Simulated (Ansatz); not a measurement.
# Decaying states in the gap of SrMgNCl

Aim: relax a made-up compound, SrMgNCl, and see how good a tunnel barrier it would be. It is built by putting Sr for part of the Mg in the Mg2NCl structure of space group R-3m, with the volume rescaled by atomic radii. The parent structure comes from the Materials Project.

Main program and level: Ansatz 0.2.0; PBEsol DFT, plane waves, PAW files, in the first sound run; inputs show where later runs differ.

The structure was built from a prototype and need not be the compound's stable phase.

### Step 1. Set-up

The structure is trigonal, space group R3m (No. 160). The conventional cell has a = 3.585 Å, b = 3.585 Å, c = 19.440 Å, α = 90.00°, β = 90.00°, γ = 120.00°. Nearest to Mg lie 3 N at 2.34 Å and 3 Cl at 2.98 Å and 3 Sr at 3.01 Å. Sr has 3 N at 2.34 Å and 3 Cl at 2.98 Å and 3 Mg at 3.01 Å nearest. Nearest to N lie 3 Mg at 2.34 Å and 3 Sr at 2.34 Å. Nearest to Cl lie 3 Sr at 2.98 Å and 3 Mg at 2.98 Å. It derives from Mg2NCl. Sr for part of the Mg in the Mg2NCl structure of space group R-3m. Farther neighbours and most contacts between anions are not listed.

### Step 2. Relaxing the new crystal

The substituted atoms don't fit the parent's cell, so cell and atoms relax together. A small smearing keeps the run stable in case the gap closes on the way.

input.yaml reads:

```yaml
crystal:
  lattice:
    - [1.7926679946, 1.0349973493, 6.4801355287]
    - [-1.7926679946, 1.0349973493, 6.4801355287]
    - [0.0, -2.0699946985, 6.4801355287]
  atoms:
    - { symbol: Mg, position: [0.222815, 0.222815, 0.222815] }
    - { symbol: Sr, position: [0.777185, 0.777185, 0.777185] }
    - { symbol: "N", position: [0.5, 0.5, 0.5] }
    - { symbol: Cl, position: [0.0, 0.0, 0.0] }
kpoints:
  mp_grid: { grid: [8, 8, 8] }
scf:
  occupations: { method: gaussian, width: 0.03 }
hamiltonian:
  xc: pbesol
output:
  forces: true
  stress: true
relax:
  f_tol: 0.02
  max_steps: 60
  cell: {}
```

Launch:

```
$ ansatz run input.yaml --threads 2 --pin off --max-ram 4096MiB --backend cpu --events-out ev --progress --plain --runs-dir out
```

Numbers of over 12 decimals in the logs are rounded to 6 here.

The log of the run:

```text
basis.fft_grid_basis auto: the FFT boxes are laid along the combinations [[1, 0, -1], [0, 1, -1], [0, 0, 1]] of the cell's own vectors, 3.585, 3.585 and 6.803 Å long. The dense box has 24×24×48 points. Along the cell's own vectors, as sized, it would have 48×48×48, 4.00 times as many. Of the 6 symmetry operations that the crystal satisfies within crystal.symmetry.tolerance (time reversal apart; of a slab, those that  [...]
Engine: ansatz 0.2.0, aarch64-unknown-linux-gnu
Pseudopotentials: kind: paw
Pseudopotential: Mg, paw, valence charge 10, recommended cutoff 420 eV (normal), Mg.paw.azcp
Pseudopotential: Sr, paw, valence charge 10, recommended cutoff 420 eV (normal), Sr.paw.azcp
Pseudopotential: N, paw, valence charge 5, recommended cutoff 420 eV (normal), N.paw.azcp
Pseudopotential: Cl, paw, valence charge 7, recommended cutoff 420 eV (normal), Cl.paw.azcp
Functional definition: PBEsol
  exchange = pbesol_x
  correlation = pbesol_c
Crystal: 4 atoms, lattice volume = 72.140 Å³
Basis set: ecut = 420 eV, 1401 PW (Γ), FFT grids on a1−a3, a2−a3, a3, exchange–correlation on 48×48×96 points (8 copies of the dense FFT grid, shifted against one another)
Bands: 20, of which v1, the nominal top of the filled ones, is band 16 counted from 1 (15 counted from 0)
Symmetry: 6 space group operations
Space group: R3m (ITA 160), of the structure as read, at distance tolerance 4.2e-5 Å
k-points: 65 of 512 (time reversal used)
Non-local potential: Mg, projectors of the file, l = 0: 3, l = 1: 2, l = 2: 1
Non-local potential: Sr, projectors of the file, l = 0: 3, l = 1: 2, l = 2: 2
Non-local potential: N, projectors of the file, l = 0: 2, l = 1: 2, l = 2: 1
Non-local potential: Cl, projectors of the file, l = 0: 2, l = 1: 2, l = 2: 2
PAW form: soft (Blöchl's): semilocal exchange-correlation on the pseudo side does not see the compensation charge
PAW frozen core: Mg, regenerated for the run's functional, and the local potential with it (the file was generated under x = pbe(κ = 0.804, μ = 0.219515), c = pbe(β = 0.066725))
PAW frozen core: Sr, regenerated for the run's functional, and the local potential with it (the file was generated under x = pbe(κ = 0.804, μ = 0.219515), c = pbe(β = 0.066725))
PAW frozen core: N, regenerated for the run's functional, and the local potential with it (the file was generated under x = pbe(κ = 0.804, μ = 0.219515), c = pbe(β = 0.066725))
PAW frozen core: Cl, regenerated for the run's functional, and the local potential with it (the file was generated under x = pbe(κ = 0.804, μ = 0.219515), c = pbe(β = 0.066725))
PAW one-centre angular grid: Mg, 110 points (default); XC on 64 Gauss nodes
PAW one-centre angular grid: Sr, 110 points (default); XC on 64 Gauss nodes
PAW one-centre angular grid: N, 110 points (default); XC on 64 Gauss nodes
PAW one-centre angular grid: Cl, 110 points (default); XC on 64 Gauss nodes
Initial density: superposition of atomic densities (neutral atoms: chi_scale 0, normalization atom), corrected by the library's trained network
Initial wavefunctions: pseudopotential atomic-orbital guess
Functional: x = pbesol(κ = 0.804, μ = 0.123457), c = pbesol(β = 0.046)
SCF iter   1: F=—  HF=-6848.233608 eV  |F-HF|=—  |Δ(HF+E_count)|=         —  Δρ=7.89e-3  dr2=5.42e-2  ethr=1.77e-3  ⟨swp⟩=7.8  Hψ=7741  notcnv=0
preconditioner: auto → none  [insulator: Δε(μ)=2.505 eV  Ē_g=12.715 eV  σ=0.030 eV  W_gap=1.00  n_scr=16 (ndim 8)  ℏωp=20.5 eV  f_vac=0.000  D(μ)=0.00/eV (n_scr^D=0)  ε∞_Penn≈3.6]
SCF iter   2: F=—  HF=-6848.221112 eV  |F-HF|=—  |Δ(HF+E_count)|=   1.25e-2  Δρ=1.38e-3  dr2=1.61e-3  ethr=1.69e-4  ⟨swp⟩=2.4  Hψ=2689  notcnv=0
SCF iter   3: F=—  HF=-6848.220925 eV  |F-HF|=—  |Δ(HF+E_count)|=   1.87e-4  Δρ=5.12e-4  dr2=2.26e-4  ethr=5.03e-6  ⟨swp⟩=2.0  Hψ=1882  notcnv=0
SCF iter   4: F=—  HF=-6848.220929 eV  |F-HF|=—  |Δ(HF+E_count)|=   3.51e-6  Δρ=2.33e-4  dr2=8.51e-5  ethr=7.06e-7  ⟨swp⟩=2.0  Hψ=1690  notcnv=0
SCF iter   5: F=—  HF=-6848.220911 eV  |F-HF|=—  |Δ(HF+E_count)|=   1.72e-5  Δρ=6.72e-5  dr2=1.61e-6  ethr=2.66e-7  ⟨swp⟩=2.0  Hψ=1690  notcnv=0
SCF iter   6: F=-6848.220913 eV  HF=-6848.220912 eV  |F-HF|=3.28e-8  |Δ(HF+E_count)|=   9.82e-7  Δρ=1.05e-5  dr2=3.76e-8  ethr=3.13e-10  ⟨swp⟩=4.2  Hψ=6404  notcnv=0
SCF 1 converged in 6 iterations: F = -6848.220913 eV  dr2 = 3.76e-8
  greatest PAW one-centre occupation: 1.000 electrons in one spin orbital (limit 2), on the Mg atom at site 0 (counted from 0), in its partial waves of l = 0
relax step   1: F+E_penalty+E_count = -6848.22091251 eV  Δ(F+E_penalty+E_count) = +0.000e0 eV  max|allowed force component| = 2.668e0 eV/Å  Δτ_max = 0.0000 Å  P = +4.019 GPa  Ω = 72.140 Å³  (6 SCF iters, dr2 threshold 1.00e-7 eV, accepted)
Crystal: 4 atoms, lattice volume = 73.541 Å³
Basis set: ecut = 420 eV, 1425 PW (Γ), FFT grids on a1−a3, a2−a3, a3, exchange–correlation on 48×48×96 points (8 copies of the dense FFT grid, shifted against one another)
Initial density: handed on by an earlier stage of this run
Initial wavefunctions: those handed on with the density
iter 1 solved again at ethr=9.19e-4 eV; its pass at ethr=3.10e-3 eV (dr2=2.94e-1 eV) is discarded
SCF iter   1: F=—  HF=-6848.714736 eV  |F-HF|=—  |Δ(HF+E_count)|=         —  Δρ=1.58e-2  dr2=2.97e-1  ethr=9.19e-4  ⟨swp⟩=1.0  Hψ=9757  notcnv=0
preconditioner: auto → none  [insulator: Δε(μ)=1.569 eV  Ē_g=12.694 eV  σ=0.030 eV  W_gap=1.00  n_scr=16 (ndim 8)  ℏωp=20.3 eV  f_vac=0.000  D(μ)=0.00/eV (n_scr^D=0)  ε∞_Penn≈3.6]
SCF iter   2: F=—  HF=-6848.625179 eV  |F-HF|=—  |Δ(HF+E_count)|=   8.96e-2  Δρ=5.52e-3  dr2=1.14e-2  ethr=9.19e-4  ⟨swp⟩=3.0  Hψ=2490  notcnv=0
SCF iter   3: F=—  HF=-6848.624423 eV  |F-HF|=—  |Δ(HF+E_count)|=   7.56e-4  Δρ=2.07e-3  dr2=1.36e-3  ethr=3.57e-5  ⟨swp⟩=2.4  Hψ=2589  notcnv=0
SCF iter   4: F=—  HF=-6848.624682 eV  |F-HF|=—  |Δ(HF+E_count)|=   2.59e-4  Δρ=5.27e-4  dr2=5.18e-4  ethr=4.24e-6  ⟨swp⟩=2.0  Hψ=1699  notcnv=0
SCF iter   5: F=—  HF=-6848.624588 eV  |F-HF|=—  |Δ(HF+E_count)|=   9.46e-5  Δρ=2.04e-4  dr2=2.93e-5  ethr=1.62e-6  ⟨swp⟩=2.0  Hψ=1690  notcnv=0
SCF iter   6: F=—  HF=-6848.624588 eV  |F-HF|=—  |Δ(HF+E_count)|=   7.46e-8  Δρ=6.20e-5  dr2=1.05e-6  ethr=9.16e-8  ⟨swp⟩=2.0  Hψ=1798  notcnv=0
SCF iter   7: F=-6848.624588 eV  HF=-6848.624588 eV  |F-HF|=1.16e-8  |Δ(HF+E_count)|=   6.84e-7  Δρ=8.86e-6  dr2=2.44e-8  ethr=1.25e-9  ⟨swp⟩=5.6  Hψ=5213  notcnv=0
SCF 2 converged in 7 iterations: F = -6848.624588 eV  dr2 = 2.44e-8
relax step   2: F+E_penalty+E_count = -6848.62458842 eV  Δ(F+E_penalty+E_count) = -4.037e-1 eV  max|allowed force component| = 7.508e-1 eV/Å  Δτ_max = 0.1996 Å  P = -2.419 GPa  Ω = 73.541 Å³  energy of the carried Pulay correction = -1.146e-3 eV  (7 SCF iters, dr2 threshold 4.00e-7 eV, accepted)
Crystal: 4 atoms, lattice volume = 71.013 Å³
Basis set: ecut = 420 eV, 1383 PW (Γ), FFT grids on a1−a3, a2−a3, a3, exchange–correlation on 48×48×96 points (8 copies of the dense FFT grid, shifted against one another)
iter 1 solved again at ethr=6.30e-4 eV; its pass at ethr=3.10e-3 eV (dr2=2.02e-1 eV) is discarded
SCF iter   1: F=—  HF=-6848.463893 eV  |F-HF|=—  |Δ(HF+E_count)|=         —  Δρ=1.62e-2  dr2=2.03e-1  ethr=6.30e-4  ⟨swp⟩=1.0  Hψ=9027  notcnv=0
preconditioner: auto → none  [insulator: Δε(μ)=2.623 eV  Ē_g=12.877 eV  σ=0.030 eV  W_gap=1.00  n_scr=16 (ndim 8)  ℏωp=20.7 eV  f_vac=0.001  D(μ)=0.00/eV (n_scr^D=0)  ε∞_Penn≈3.6]
SCF iter   2: F=—  HF=-6848.421259 eV  |F-HF|=—  |Δ(HF+E_count)|=   4.26e-2  Δρ=5.20e-3  dr2=1.09e-2  ethr=6.30e-4  ⟨swp⟩=2.2  Hψ=1844  notcnv=0
SCF iter   3: F=—  HF=-6848.421064 eV  |F-HF|=—  |Δ(HF+E_count)|=   1.95e-4  Δρ=1.98e-3  dr2=3.31e-3  ethr=3.42e-5  ⟨swp⟩=2.7  Hψ=3123  notcnv=0
SCF iter   4: F=—  HF=-6848.420831 eV  |F-HF|=—  |Δ(HF+E_count)|=   2.33e-4  Δρ=8.49e-4  dr2=5.90e-4  ethr=1.03e-5  ⟨swp⟩=2.0  Hψ=1948  notcnv=0
SCF iter   5: F=—  HF=-6848.420789 eV  |F-HF|=—  |Δ(HF+E_count)|=   4.19e-5  Δρ=2.66e-4  dr2=2.27e-5  ethr=1.84e-6  ⟨swp⟩=2.0  Hψ=1689  notcnv=0
SCF iter   6: F=—  HF=-6848.420804 eV  |F-HF|=—  |Δ(HF+E_count)|=   1.51e-5  Δρ=8.14e-5  dr2=1.79e-6  ethr=7.09e-8  ⟨swp⟩=2.0  Hψ=2021  notcnv=0
SCF iter   7: F=-6848.420806 eV  HF=-6848.420806 eV  |F-HF|=3.57e-8  |Δ(HF+E_count)|=   1.35e-6  Δρ=1.29e-5  dr2=8.06e-8  ethr=1.25e-9  ⟨swp⟩=5.5  Hψ=5427  notcnv=0
SCF 3 converged in 7 iterations: F = -6848.420806 eV  dr2 = 8.06e-8
relax step   3: F+E_penalty+E_count = -6848.42080570 eV  Δ(F+E_penalty+E_count) = +2.038e-1 eV  max|allowed force component| = 1.843e0 eV/Å  Δτ_max = 0.1528 Å  P = +1.591 GPa  Ω = 71.013 Å³  energy of the carried Pulay correction = +9.381e-4 eV  (7 SCF iters, dr2 threshold 4.00e-7 eV, rejected (line search))
[...]
relax step   4: F+E_penalty+E_count = -6848.67247839 eV  Δ(F+E_penalty+E_count) = -4.789e-2 eV  max|allowed force component| = 6.901e-2 eV/Å  Δτ_max = 0.0455 Å  P = -0.627 GPa  Ω = 72.152 Å³  energy of the carried Pulay correction = -9.756e-6 eV  (10 SCF iters, accepted)
[...]
relax step   5: F+E_penalty+E_count = -6848.67480580 eV  Δ(F+E_penalty+E_count) = -2.327e-3 eV  max|allowed force component| = 4.438e-2 eV/Å  Δτ_max = 0.0030 Å  P = -0.036 GPa  Ω = 71.578 Å³  energy of the carried Pulay correction = +4.659e-4 eV  (6 SCF iters, dr2 threshold 4.00e-7 eV, accepted)
[...]
relax step   6: F+E_penalty+E_count = -6848.67515109 eV  Δ(F+E_penalty+E_count) = -3.453e-4 eV  max|allowed force component| = 2.848e-2 eV/Å  Δτ_max = 0.0037 Å  P = +0.006 GPa  Ω = 71.507 Å³  energy of the carried Pulay correction = +5.250e-4 eV  (6 SCF iters, dr2 threshold 1.23e-7 eV, accepted)
[...]
relax step   7: F+E_penalty+E_count = -6848.67539335 eV  Δ(F+E_penalty+E_count) = -2.423e-4 eV  max|allowed force component| = 1.173e-2 eV/Å  Δτ_max = 0.0055 Å  P = +0.027 GPa  Ω = 71.440 Å³  energy of the carried Pulay correction = +5.812e-4 eV  (6 SCF iters, dr2 threshold 5.07e-8 eV, accepted)
[...]
relax step   8: F+E_penalty+E_count = -6848.67541037 eV  Δ(F+E_penalty+E_count) = -1.702e-5 eV  max|allowed force component| = 2.190e-3 eV/Å  Δτ_max = 0.0023 Å  P = +0.007 GPa  Ω = 71.448 Å³  energy of the carried Pulay correction = +5.741e-4 eV  (6 SCF iters, dr2 threshold 7.13e-9 eV, accepted)
Initial wavefunctions: pseudopotential atomic-orbital guess (no wavefunctions were taken with the density)
iter 1 solved again at ethr=1.73e-6 eV; its pass at ethr=3.10e-3 eV (dr2=5.53e-4 eV) is discarded
SCF iter   1: F=—  HF=-6848.674921 eV  |F-HF|=—  |Δ(HF+E_count)|=         —  Δρ=3.38e-5  dr2=1.12e-7  ethr=1.73e-6  ⟨swp⟩=3.0  Hψ=11488  notcnv=0
eigensolver tolerance schedule: the retry pair's looser diagonalisation over-reported the residual by 4925.82 of it (diagonalisation noise at an unbounded share of the residual, at the tolerance the schedule requests for it); recorded, not acted on — ethr = c·dr2/N_el stays at c = 1.0e-1
preconditioner: auto → none  [insulator: Δε(μ)=2.263 eV  Ē_g=12.869 eV  σ=0.030 eV  W_gap=1.00  n_scr=16 (ndim 8)  ℏωp=20.6 eV  f_vac=0.000  D(μ)=0.00/eV (n_scr^D=0)  ε∞_Penn≈3.6]
SCF iter   2: F=—  HF=-6848.674928 eV  |F-HF|=—  |Δ(HF+E_count)|=   7.15e-6  Δρ=1.65e-5  dr2=2.40e-8  ethr=3.51e-10  ⟨swp⟩=3.5  Hψ=3372  notcnv=0
SCF iter   3: F=—  HF=-6848.674928 eV  |F-HF|=—  |Δ(HF+E_count)|=   1.22e-7  Δρ=5.37e-6  dr2=3.44e-9  ethr=7.51e-11  ⟨swp⟩=2.0  Hψ=2001  notcnv=0
SCF iter   4: F=—  HF=-6848.674928 eV  |F-HF|=—  |Δ(HF+E_count)|=   1.51e-8  Δρ=1.10e-6  dr2=1.72e-9  ethr=1.07e-11  ⟨swp⟩=2.0  Hψ=1806  notcnv=0
SCF iter   5: F=—  HF=-6848.674928 eV  |F-HF|=—  |Δ(HF+E_count)|=  4.73e-11  Δρ=4.18e-7  dr2=1.61e-10  ethr=5.37e-12  ⟨swp⟩=2.0  Hψ=1687  notcnv=0
SCF iter   6: F=-6848.674928 eV  HF=-6848.674928 eV  |F-HF|=3.64e-12  |Δ(HF+E_count)|=  1.09e-11  Δρ=1.69e-7  dr2=9.61e-12  ethr=1.00e-12  ⟨swp⟩=4.9  Hψ=4829  notcnv=0
SCF 9 converged in 6 iterations: F = -6848.674928 eV  dr2 = 9.61e-12
relax step   9: F+E_penalty+E_count = -6848.67492842 eV  Δ(F+E_penalty+E_count) = +4.820e-4 eV  max|allowed force component| = 2.262e-3 eV/Å  Δτ_max = 0.0000 Å  P = -0.002 GPa  Ω = 71.448 Å³  stress off target by 1.67e-2 GPa  SCF on the basis re-selected at this cell (its energy is not comparable with the rows above)  (6 SCF iters)
basis re-selected at this cell: Δ(F+E_penalty+E_count) = +4.820e-4 eV, ΔP = -0.008 GPa vs the last step (what re-selecting the basis moved, of the pressure what is left beyond the Pulay correction that the steps carried, after the strain that the cell walked since its last selection, with what the two solves' SCF thresholds leave and, on support functions, any second-order correction that the steps lacked; it is no m [...]
SCF converged after 6 iterations
Free energy (F): -6848.674928 eV
Harris-Foulkes:  -6848.674928 eV  (|F-HF|=3.64e-12)
Internal energy: -6848.674928 eV  (E = F + TS)
E sigma→0 (E₀):  -6848.674928 eV
Fermi energy:    8.606465 eV
--- Per-component energies (eV) ---
  E_band       = -394.534821
  E_kinetic    = 614.831185
  E_local      = -2637.836075  (includes V_loc(G=0)·N_el)
  E_nonlocal   = 373.857719
  E_hartree    = 869.167383
  E_xc         = -368.341461
  E_vxc        = -399.497209  (∫ρ·V_xc dr)
  E_paw        = -3689.449845  (= ΣΔE_a)
  E_vpaw       = -84.225382  (= ΣTr[D̂ρ^β])
  E_aug_tail   = 0.000176  (compensation charges beyond the density's cutoff)
  E_ewald      = -2011.203751
  E_core_change = 0.299741  (= ΣΔE_core)
  E_smearing   = -0.000000  (= −TS)
  E_closure    = 0.000000  (closes the sum)
  Σ components = -6848.674928   (vs F -6848.674928, Δ=0.00e0)
--- Forces (eV/Å), atoms counted from 1 ---
  atom   1  Mg     0.00000000    -0.00000000    -0.00118906
  atom   2  Sr     0.00000000     0.00000000     0.00226308
  atom   3  N      0.00000000     0.00000000     0.00019979
  atom   4  Cl     0.00000000    -0.00000000    -0.00127142
  max |Σ_I F_I| component: 2.39e-6 eV/Å
--- Stress (GPa, compression-positive) ---
       -0.011015       0.000000       0.000000
        0.000000      -0.011015       0.000000
        0.000000       0.000000       0.016660
  P = ⅓ Tr σ = -0.0018 GPa (-0.018 kbar)
--- Relaxed structure (8 steps of the walk, 7 accepted, 1 SCFs on fresh bases) ---
  F+E_penalty+E_count = -6848.67492842 eV   max|allowed force component| = 2.262e-3 eV/Å   (the final SCF, on the basis selected at the relaxed cell)
  cell:  # Å, volume = 71.4483 Å³
    - [1.780943, 1.028228, 6.502809]
    - [-1.780943, 1.028228, 6.502809]
    - [-2.2836613989948164e-19, -2.056456, 6.502809]
  atoms:
    - { symbol: Mg, position: [0.224840, 0.224840, 0.224840] }
    - { symbol: Sr, position: [0.771676, 0.771676, 0.771676] }
    - { symbol: N, position: [0.511050, 0.511050, 0.511050] }
    - { symbol: Cl, position: [-0.00756628, -0.00756628, -0.00756628] }
```

It took 32 s on 2 threads of Arm Neoverse V2, shared host; peak memory 0.42 GiB.

Step by step:

| step | energy less that of the first step (eV) | largest force component (eV/Å) | pressure (GPa) | volume (Å³) |
| --- | --- | --- | --- | --- |
| 1 | 0.0000 | 2.6682 | 4.02 | 72.14 |
| 2 | -0.4037 | 0.7508 | -2.42 | 73.54 |
| 3 | -0.1999 | 1.8426 | 1.59 | 71.01 |
| 4 | -0.4516 | 0.0690 | -0.63 | 72.15 |
| 5 | -0.4539 | 0.0444 | -0.04 | 71.58 |
| 6 | -0.4542 | 0.0285 | 0.01 | 71.51 |
| 7 | -0.4545 | 0.0117 | 0.03 | 71.44 |
| 8 | -0.4545 | 0.0022 | 0.01 | 71.45 |
| 9* | -0.4540 | 0.0023 | 0.00 | 71.45 |

Relaxation steps marked * repeat the geometry before them on a plane-wave basis chosen anew for their cell, so energy and pressure can jump there. Relaxation step 3 was tried and not accepted.

Forces are held to the 6 operations that the run works with; a distortion that breaks them can't arise in this run.

| conventional cell, symmetrised | before | after | change |
| --- | --- | --- | --- |
| a (Å) | 3.585 | 3.562 | -0.7 % |
| b (Å) | 3.585 | 3.562 | -0.7 % |
| c (Å) | 19.440 | 19.508 | +0.3 % |
| volume (Å³/atom) | 18.03 | 17.86 | -1.0 % |

The atoms that moved most (Å, as changes of fractional coordinates times the final cell):

```csv
atom,dx,dy,dz,length
N3,0.000,0.000,0.216,0.216
Cl4,0.000,0.000,-0.148,0.148
Sr2,0.000,0.000,-0.107,0.107
Mg1,0.000,0.000,0.040,0.040
```

The relaxed structure:

```cif
data_structure
_symmetry_space_group_name_H-M 'P 1'
_symmetry_Int_Tables_number 1
_cell_length_a 6.8202
_cell_length_b 6.8202
_cell_length_c 6.8202
_cell_angle_alpha 30.274
_cell_angle_beta 30.274
_cell_angle_gamma 30.274
_cell_volume 71.45
loop_
_atom_site_label
_atom_site_type_symbol
_atom_site_fract_x
_atom_site_fract_y
_atom_site_fract_z
_atom_site_occupancy
Mg1 Mg 0.22484 0.22484 0.22484 1
Sr2 Sr 0.77168 0.77168 0.77168 1
N3 N 0.51105 0.51105 0.51105 1
Cl4 Cl 0.99243 0.99243 0.99243 1
```

Numbers from this step:

* free energy: -6848.6749 eV
* Fermi energy: 8.606 eV
* pressure: -0.001790 GPa

The largest force component on a free atom ends at 0.0023 eV/Å.

### Step 3. The bulk crystal and its band edges

The energy window and the wavevectors of the next steps follow from the band edges, so these are searched first, off the mesh as well.

input.yaml reads:

```yaml
crystal:
  lattice:
    - [1.7809431779, 1.0282280232, 6.5028089212]
    - [-1.7809431779, 1.0282280232, 6.5028089212]
    - [0.0, -2.0564560463, 6.5028089212]
  atoms:
    - { symbol: Mg, position: [0.2248398096, 0.2248398096, 0.2248398096] }
    - { symbol: Sr, position: [0.771676345, 0.771676345, 0.771676345] }
    - { symbol: "N", position: [0.5110501242, 0.5110501242, 0.5110501242] }
    - { symbol: Cl, position: [-0.0075662789, -0.0075662789, -0.0075662789] }
kpoints:
  mp_grid: { grid: [8, 8, 8] }
  band_path: { path: [VBM, CBM], npoints: 30 }
scf:
  occupations: { method: fixed }
hamiltonian:
  xc: pbesol
output:
  eigenvalues: true
  write_potential: true
  write_density: true
  volumetric_format: npy
```

The log of the run:

```text
[...]
Crystal: 4 atoms, lattice volume = 71.448 Å³
Basis set: ecut = 420 eV, 1371 PW (Γ), FFT grids on a1−a2, a2, −a2+a3
Bands: 20, of which v1, the nominal top of the filled ones, is band 16 counted from 1 (15 counted from 0)
Symmetry: 6 space group operations
[...]
k-points: 65 of 512 (time reversal used)
[...]
SCF iter   1: F=—  HF=-6848.689752 eV  |F-HF|=—  |Δ(HF+E_count)|=         —  Δρ=8.62e-3  dr2=6.90e-2  ethr=1.77e-3  ⟨swp⟩=5.6  Hψ=6248  notcnv=0  defer=85
[...]
SCF iter   7: F=-6848.674921 eV  HF=-6848.674921 eV  |F-HF|=1.68e-8  |Δ(HF+E_count)|=   7.47e-7  Δρ=1.06e-5  dr2=3.48e-8  ethr=3.13e-10  ⟨swp⟩=5.9  Hψ=6972  notcnv=0
SCF 1 converged in 7 iterations: F = -6848.674921 eV  dr2 = 3.48e-8
[...]
NSCF: frozen V_eff on 32 k-points
[...]
SCF converged after 7 iterations
Free energy (F): -6848.674921 eV
[...]
Internal energy: -6848.674921 eV  (E = F + TS)
E sigma→0 (E₀):  -6848.674921 eV
Fermi energy:    7.474663 eV
[...]
--- Band table (eV; the first three rows and the last of 65) ---
  k-point 0: bands = [... 12 lower, 4.8234, 6.7447, 7.4747, 7.4747, 9.7381, 12.0713, 13.1830, 13.1830]
  k-point 1: bands = [... 12 lower, 4.7354, 6.6264, 7.0887, 7.4454, 10.4299, 12.0182, 12.8517, 13.4414]
  k-point 2: bands = [... 12 lower, 4.5298, 6.0888, 6.9405, 7.3729, 11.1794, 11.5646, 13.0453, 14.0146]
  k-point 64: bands = [... 12 lower, 4.8436, 5.8474, 7.4271, 7.4271, 11.1690, 11.9065, 12.6007, 13.3370]
```

Elapsed: 9.1 s, on 2 threads; peak memory 0.38 GiB.

Reading the cycles: dr2 is the Hartree energy of the density residual (eV), the measure of convergence; HF is the Harris–Foulkes estimate of the energy, which meets the free energy F at convergence.

This step gave:

| Property | Result |
| --- | --- |
| Fermi energy | 7.475 eV |
| gap on the k-mesh | 2.263 eV |
| gap on path | 2.263 eV, by band count; negative where bands overlap |
| direct gap on path | 2.263 eV |
| edge places on path | 0, 0 1/A along the path |

Levels at VBM (eV): -4.98, -2.65, -2.65, -0.73, 0.00, 0.00, 2.26, 4.60, 5.71, 5.71.

The searched edges give 2.26 eV, as on the mesh.

(Part 1 of 3 ends here.)

[Logs are printed without paths, hosts, clocks, repeated set-up lines and the standing remarks that a program may print on its own settings, such as how far it seeks lower states.]

[Hosts, paths, dates, database ids (printed as entryN), source tags and the programs' standing remarks are cut or masked in the printed files.]
